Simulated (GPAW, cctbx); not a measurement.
# How far are the atoms of Al3C from free atoms?

Aim: compute the bonding part of the density of Al3C, find which reflections carry it, and see how it biases an ordinary refinement.

The cell comes from substitution in a known structure type and wasn't matched to any measured phase. All numbers below are calculated.

### 1. Relax the structure

The density hangs on the geometry, so cell and atoms are relaxed first, with the symmetry held. The cutoff is set higher than for the density because stress converges slowly with plane waves.

Settings: GPAW 26.7.0, PBE, 670 eV, 3×3×3 k-points, Fermi–Dirac width 0.05 eV, BFGS to 0.03 eV/Å.

```text
cell
1.0
     0.000000000    0.000000000    4.905000000
     5.259000000    0.000000000    0.000000000
    -2.629500000    4.554427599    0.000000000
Al C
6 2
Direct
0.500000000 0.000000000 0.328800016
0.500000000 0.671199985 0.671199985
0.500000000 0.328800016 0.000000000
0.000000000 0.671199985 0.000000000
0.000000000 0.328800016 0.328800016
0.000000000 0.000000000 0.671199985
0.750000000 0.666666667 0.333333333
0.250000000 0.333333333 0.666666667
```

```console
$ OMP_NUM_THREADS=1 mpirun -n 4 gpaw python run.py > gpaw.log
```

```text
BFGS:    0      -38.246110        0.829410
BFGS:    1      -38.265049        0.801338
BFGS:    2      -38.441557        0.435286
BFGS:    3      -38.492145        0.164112
...
BFGS:   10      -38.507682        0.078552
BFGS:   11      -38.510648        0.062041
BFGS:   12      -38.512440        0.026181
cell  4.6540 5.1841 5.1841  120.00 90.00 90.00
volume 108.318 A^3, largest force 0.007 eV/A, largest stress 0.31 GPa
```

After 12 steps the volume has changed by -7.8 % and the energy by -0.266 eV; the largest stress left is 0.31 GPa. It took 46 s on 4 cores of Arm Neoverse V2 (shared host), peak memory 0.95 GiB.

Relaxed structure: P6_322 (no. 182), a = 5.1841 Å, b = 5.1841 Å, c = 4.6540 Å, α = 90.00°, β = 90.00°, γ = 120.00°.

```csv
atom,mult.,x,y,z
Al1,6,0,0.3186,1/2
C1,2,2/3,1/3,3/4
```

### 2. The all-electron density

X-rays see the whole electron density, so the PAW density is rebuilt with its core regions. Subtracting spherical free atoms from the same code cancels the cores and leaves the deformation density Δρ, the part due to bonding.

Settings: PBE, 550 eV, 4×4×4 k-points, Fermi–Dirac width 0.05 eV; primitive cell of 8 atoms.

```console
$ OMP_NUM_THREADS=1 mpirun -n 4 gpaw python run.py > gpaw.log
```

```text
|iter:   1|       0s |  -41.726364 | -0.29 |       |
|iter:   2|       0s |  -40.699211 | -1.88 | -0.69 |
|iter:   3|       1s |  -38.529938 | -1.07 | -0.75 |
...
|iter:   7|       3s |  -38.547282c| -6.23 | -3.09 |
|iter:   8|       3s |  -38.547285c| -7.48c| -3.71 |
|iter:   9|       4s |  -38.547285c| -8.31c| -4.66c|
```

```text
grid (54, 60, 60)  electrons 90.000  moved by bonding 1.520 e
deformation density beyond 0.5 A of the nuclei: max 0.117, min -0.093 e/A^3
atom        x       y       z   Voronoi charge  moment
Al1    0.5000  0.0000  0.3186      0.166       0.00
Al2    0.5000  0.6814  0.6814      0.166       0.00
Al3    0.5000  0.3186  0.0000      0.166       0.00
Al4    0.0000  0.6814  0.0000      0.166       0.00
Al5    0.0000  0.3186  0.3186      0.166       0.00
Al6    0.0000  0.0000  0.6814      0.166       0.00
C 7    0.7500  0.6667  0.3333     -0.499       0.00
C 8    0.2500  0.3333  0.6667     -0.499       0.00
mean inner potential of superposed free atoms 17.832 V
total magnetic moment 0.000 muB
```

Deformation density in a plane through the shortest contact of the Al atom at the origin, in 0.01 e/Å³ (clipped at ±99); x from -1.6 to 3.7 Å, y from 2.4 down to -2.4 Å:

```text
 11   8   8   6   0  -3  -2   1   2   1  -1  -1   1   4   4   1
  8   .   7   9   4  -1  -1   0   0  -2  -4  -4  -1   2   3   2
  .   .   .   8   4   0  -1  -1  -1  -3  -4  -4  -2   0   1   0
  8   6  11   9   2  -3  -4  -2  -1   1   2   3   1   0  -1  -2
  7   7   9   5  -3  -8  -8  -3   2   6   9   9   6   3  -1  -6
  1   1  -1  -3   .   .  -7   0   8   9   .   .   8   7   0  -7
  0  -2  -5  -5   .   .  -3   2  11   9   .   .   9  11   2  -4
  2   0  -3  -5   .   .  -5   0   7   8   .   .   9   8   0  -5
  2   2   1  -1  -3  -4  -4  -1   3   6   9   9   6   3  -2  -5
  1   2   3   2   1   0   0   0   0   1   3   2   1  -1  -1  -1
 -1   2   3   3   2   2   2   2   0  -2  -4  -4  -4  -2  -1   0
 -1   2   3   1   1   1   3   4   2  -2  -5  -6  -4  -2  -1  -1
 -1   1   1  -1  -3  -1   2   4   3   0  -3  -4  -2   0   0  -2
```

Atoms in or within 0.15 Å of the plane: Al (0.0, 0.0), C (2.1, 0.0), C (-1.3, 1.7) Å. Dots mark points within about 0.45 Å of a nucleus; large values next to them are atomic features.

C gains most (-0.50 e) and Al loses most (+0.17 e), as electronegativity suggests. Such charges fall far short of formal ones, since overlapping free atoms already put density on their neighbours. Along the shortest contact from the Al atom at the map's origin, Al–C at 2.12 Å, Δρ is +0.07 e/Å³ at the midpoint and highest, +0.12, 1.38 Å from Al (points within 0.5 Å of a nucleus left out): little sits at the middle, as in a polar contact, whose build-up shifts to the more electronegative atom. At the midpoints of other shortest contacts it is +0.04 (Al–Al, 2.85 Å) e/Å³. Point values carry grid noise of about 0.01 e/Å³. The run needed 9 iterations, 8.8 s.

### 3. From the density to structure factors

The Fourier components of Δρ, added to those of the free atoms, give the static X-ray structure factors; the Mott–Bethe relation turns them into the Fourier components V of the potential that fast electrons feel.

```text
static structure factors of the conventional cell: F in electrons, V (Mott-Bethe) in volts
   h  k  l      d  |F| table  |F| free   |F| DFT   change   |V| free  |V| DFT  change %
   1  0  0  4.4896     1.330     1.305     1.415    0.110     0.354    0.260    -26.6
   1  0  1  3.2312     7.334     7.320     7.878    0.557     1.357    1.111    -18.1
   1  1  0  2.5920    20.253    20.278    19.496   -0.781     1.811    2.033     12.3
   0  0  2  2.3270    46.898    46.898    45.883   -1.015     4.377    4.609      5.3
   1  1  1  2.2645    45.606    45.607    45.306   -0.302     4.638    4.703      1.4
   2  0  0  2.2448     8.593     8.600     8.910    0.310     1.121    1.055     -5.9
   1  0  2  2.0660     5.856     5.862     6.020    0.158     0.798    0.769     -3.6
   2  0  1  2.0219     5.158     5.173     5.527    0.354     0.903    0.842     -6.8
   1  1  2  1.7316    28.956    28.925    28.836   -0.089     2.756    2.767      0.4
   2  1  0  1.6969     4.239     4.244     4.190   -0.053     0.554    0.560      1.2
   2  0  2  1.6156     2.265     2.246     2.269    0.023     0.043    0.046      5.9
   2  1  1  1.5942     7.752     7.746     7.642   -0.104     0.826    0.840      1.7
   3  0  0  1.4965    48.322    48.211    48.204   -0.007     3.771    3.772      0.0
   1  0  3  1.4663     3.851     3.865     3.725   -0.140     0.594    0.607      2.1
```

The largest X-ray change is -1.01 e on 002, 2.2 % of |F|. For electrons V goes as (Z − F)/g², so a change of F counts against Z − F, which is small at low angle and wherever the atoms' terms cancel: |V| of 100 moves by -26.6 % (0.35 to 0.26 V) against +8.4 % in |F|. The tabulated Hartree–Fock atoms differ from the free DFT atoms by up to 0.11 e, so the choice of reference atom matters too.

### 4. How cheap can the run be?

Cutoff and k-mesh: one is changed at a time, to find what the result needs.

| run | ΔF 002 (e) | ΔF 110 (e) | ΔF 101 (e) | q(C) (e) | moved (e) | time |
| --- | --- | --- | --- | --- | --- | --- |
| 550 eV 4×4×4 | -1.015 | -0.781 | +0.557 | -0.499 | 1.520 | 8.8 s |
| 250 eV 4×4×4 | -0.936 | -0.708 | +0.506 | -0.466 | 1.499 | 4.4 s |
| 350 eV 4×4×4 | -1.003 | -0.770 | +0.550 | -0.495 | 1.525 | 5.8 s |
| 750 eV 4×4×4 | -1.015 | -0.782 | +0.558 | -0.499 | 1.518 | 12 s |
| 550 eV 2×2×2 | -1.016 | -0.856 | +0.582 | -0.520 | 1.607 | 6.1 s |
| 550 eV 3×3×3 | -0.988 | -0.754 | +0.567 | -0.493 | 1.508 | 7 s |

Within 0.02 e of the base on all three: 350 eV 4×4×4 and 750 eV 4×4×4. The largest error, 0.079 e, comes with 250 eV 4×4×4. Times are from shared hosts.

### 5. What a spherical-atom refinement makes of it

Routine crystallography fits spherical atoms. To see the bias, intensities are simulated from tabulated atoms plus the DFT change ΔF, so that bonding alone can misfit (3626 reflections of the full sphere, merged to the counts below, to 0.5 Å, 1.5 % proportional noise plus counting noise, assumed isotropic U as listed, Δρ smeared by the mean U) and refined with cctbx over different ranges.

| range | data | R1 | GooF | U Al1 (true 0.0061) | U C1 (true 0.0074) | largest shift (Å) | Δρ max, min (e/Å³) |
| --- | --- | --- | --- | --- | --- | --- | --- |
| all data | 312 | 0.0063 | 1.66 | 0.0061 | 0.0075 | 0.0001 | 0.13, -0.11 |
| low resolution, d > 0.84 | 69 | 0.0081 | 3.10 | 0.0062 | 0.0075 | 0.0001 | 0.11, -0.09 |
| high order, d < 0.75 | 219 | 0.0052 | 0.93 | 0.0061 | 0.0075 | 0.0001 | 0.05, -0.05 |
| occupancies free, d > 0.7 | 118 | 0.0066 | 2.00 | 0.0060 | 0.0090 | 0.0001 | 0.07, -0.08 |

With all data GooF is 1.66, so the misfit of spherical atoms stands above the noise; the top residual peak lies 0.37 Å from C and 1.86 Å from Al. No U is off by more than 3 s.u. at low resolution. With Al1 held at 1 and the scale free, the other occupancies refine to C1 1.044(0.006), on sites that are all full: they absorb part of the misfit, and only ratios to the fixed site mean anything.

### 6. Answer

Bonding moves 1.52 e in the primitive cell of Al3C and changes the structure factors of the conventional cell in the table above by at most 1.01 e (002, 2.2 %), and among reflections above 2 % of the strongest by up to 8.4 % (100). The shortest bond, Al–C, has Δρ = +0.07 e/Å³ at its midpoint, low for a shared bond; with the charge transfer this is a polar contact. Within 0.02 e of the base on all three: 350 eV 4×4×4 and 750 eV 4×4×4. The largest error, 0.079 e, comes with 250 eV 4×4×4. With all data GooF is 1.66, so the misfit of spherical atoms stands above the noise. Limits: static density, frozen cores, no spin–orbit coupling.

[Outputs are excerpts: Python notices, other lines and further rows are left out; steps that failed or that the build refused (PBEsol, TPSS) are not shown.]

[Logs are printed without paths, hosts, clocks, repeated set-up lines and the standing remarks that a program may print on its own settings, such as how far it seeks lower states.]
